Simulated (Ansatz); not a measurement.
# Direct or indirect: Al2O3 (R-3c)

```
CELL_PARAMETERS angstrom
2.38025 1.37424 4.33187
-2.38025 1.37424 4.33187
0.00000 -2.74848 4.33187
ATOMIC_POSITIONS crystal
Al 0.85216 0.85216 0.85216
Al 0.64784 0.64784 0.64784
Al 0.14784 0.14784 0.14784
Al 0.35216 0.35216 0.35216
O 0.05668 0.75000 0.44332
O 0.75000 0.44332 0.05668
O 0.44332 0.05668 0.75000
O 0.94332 0.25000 0.55668
O 0.25000 0.55668 0.94332
O 0.55668 0.94332 0.25000
```

Method: Ansatz, PBE, independent particles, without spin-orbit coupling, line width 0.1 eV (Gaussian). The band structure gives a fundamental gap of 6.22 eV. The spectrum of vertical transitions near the edge:

| E (eV) | Im ε, E ∥ xy | Im ε, E ∥ z |
| --- | --- | --- |
| 5.76 | 0.00 | 0.00 |
| 5.88 | 0.00 | 0.00 |
| 6.00 | 0.00 | 0.00 |
| 6.12 | 0.00 | 0.01 |
| 6.24 | 0.07 | 0.11 |
| 6.36 | 0.24 | 0.27 |
| 6.48 | 0.36 | 0.38 |
| 6.60 | 0.44 | 0.45 |
| 6.72 | 0.49 | 0.51 |
| 6.84 | 0.54 | 0.56 |
| 6.96 | 0.58 | 0.60 |
| 7.08 | 0.62 | 0.64 |
| 7.20 | 0.66 | 0.69 |
| 7.32 | 0.70 | 0.72 |
| 7.44 | 0.73 | 0.75 |

(1) Is the gap direct or indirect, and about where do vertical transitions set in?

Results:

(1) Direct: the band path has its least direct gap at the fundamental one, 6.22 eV, and the curves rise from there. Lines are broadened by 0.1 eV, which spreads the edge.

[Logs are printed without paths, hosts, clocks, repeated set-up lines and the standing remarks that a program may print on its own settings, such as how far it seeks lower states.]
